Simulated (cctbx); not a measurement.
# What is wrong with this refinement?

Cell a = 5.3100 Å, b = 5.3100 Å, c = 9.4370 Å, α = 90.00°, β = 90.00°, γ = 90.00°; space group I4_1/amd (no. 141, origin choice 1).

The data are simulated with cctbx, not measured: synchrotron X-rays, λ = 0.7749 Å, to d = 0.77 Å, 80 % of the full sphere, strongest reflection 40000 counts, noise from counting, a 1.5 % proportional error and a noise floor of 8 counts (s.d.); no absorption, and some extinction, which the refinements don't model.

An anisotropic refinement with weights 1/σ² prints:

```text
Rint 0.016, 93 unique reflections to 0.77 A
cycle     R1     wR2    GooF  max shift (A)
   1  0.0794  0.2133  25.194   0.00238
   2  0.0338  0.0960  11.335   0.00024
final R1 0.0340 wR2 0.0960 GooF 11.333  parameters 10  data/parameter 9.3
atom        x        y        z      Ueq    occ   su(xyz)  su(Uiso or U11)
Cd1    0.00000  0.50000  0.25000   0.0059  1.000  0.00000  0.0008
Fe1    0.50000  0.25000  0.12500  -0.0035  1.000  0.00000  0.0013  NPD
O1     0.00000  0.50000  0.48757   0.0114  1.000  0.00147  0.0075
difference map: max 2.24 min -1.50 rms 0.45
Q1    0.0000  0.1796  0.6216   16    2.34  0.38 A from Fe1
Q2    0.0000  0.2166  0.9983   16    0.83  1.15 A from Cd1
Q3    0.0000  0.0000  0.2132    8    0.78  0.23 A from O1
Q4    0.0787  0.0787  0.5000   16    0.71  1.55 A from Fe1
Q5    0.1619  0.1619  0.0000   16    0.70  1.22 A from Cd1
Q6    0.0000  0.0000  0.0000    4    0.65  0.00 A from Cd1
```

**Question.** Can this result stand? If not, what is the likely fault?

Mend it. The fault: wrong element: Fe1 is Cu. Against the right model at the same level, R1 goes from 0.0046 to 0.0340 and GooF from 1.17 to 11.33, U of Fe1 shrinks from 0.0025 to -0.0035 Å², U of Cd1 swells from 0.0034 to 0.0059 Å², the top difference peak, 2.3 e/Å³, lies 0.38 Å from Fe1, a hole of -1.5 e/Å³ opens and Fe1 goes non-positive-definite. Fe1 has 3 electrons too few and its U shrinks to make up, as expected.

The compound is CdCu2O2. The right model at the same level gives:

```text
Rint 0.016, 93 unique reflections to 0.77 A
cycle     R1     wR2    GooF  max shift (A)
   1  0.0095  0.0202   2.385   0.00449
   2  0.0046  0.0099   1.169   0.00000
final R1 0.0046 wR2 0.0099 GooF 1.169  parameters 10  data/parameter 9.3
atom        x        y        z      Ueq    occ   su(xyz)  su(Uiso or U11)
Cd1    0.00000  0.50000  0.25000   0.0034  1.000  0.00000  0.0001
Cu1    0.50000  0.25000  0.12500   0.0025  1.000  0.00000  0.0001
O1     0.00000  0.50000  0.48681   0.0071  1.000  0.00018  0.0007
difference map: max 0.26 min -0.38 rms 0.09
Q1    0.0000  0.0892  0.6636   16    0.27  0.93 A from Cu1
Q2    0.0000  0.0886  0.1613   16    0.23  0.85 A from O1
Q3    0.0000  0.1545  0.4495   16    0.22  1.71 A from Cu1
Q4    0.0000  0.1348  0.9060   16    0.20  1.14 A from Cd1
Q5    0.2500  0.2462  0.8750   16    0.19  1.35 A from Cu1
Q6    0.0981  0.1853  0.0873   32    0.18  1.38 A from Cd1
```

Isotropic U is held between 0.0001 and 1 Å² by the program, and listed peak heights are interpolated, so they can pass the grid's maximum.

This is a model crystal, built by substitution and not relaxed, with assumed displacement parameters.

[Middle refinement cycles are left out of these outputs.]

[Logs are printed without paths, hosts, clocks, repeated set-up lines and the standing remarks that a program may print on its own settings, such as how far it seeks lower states.]
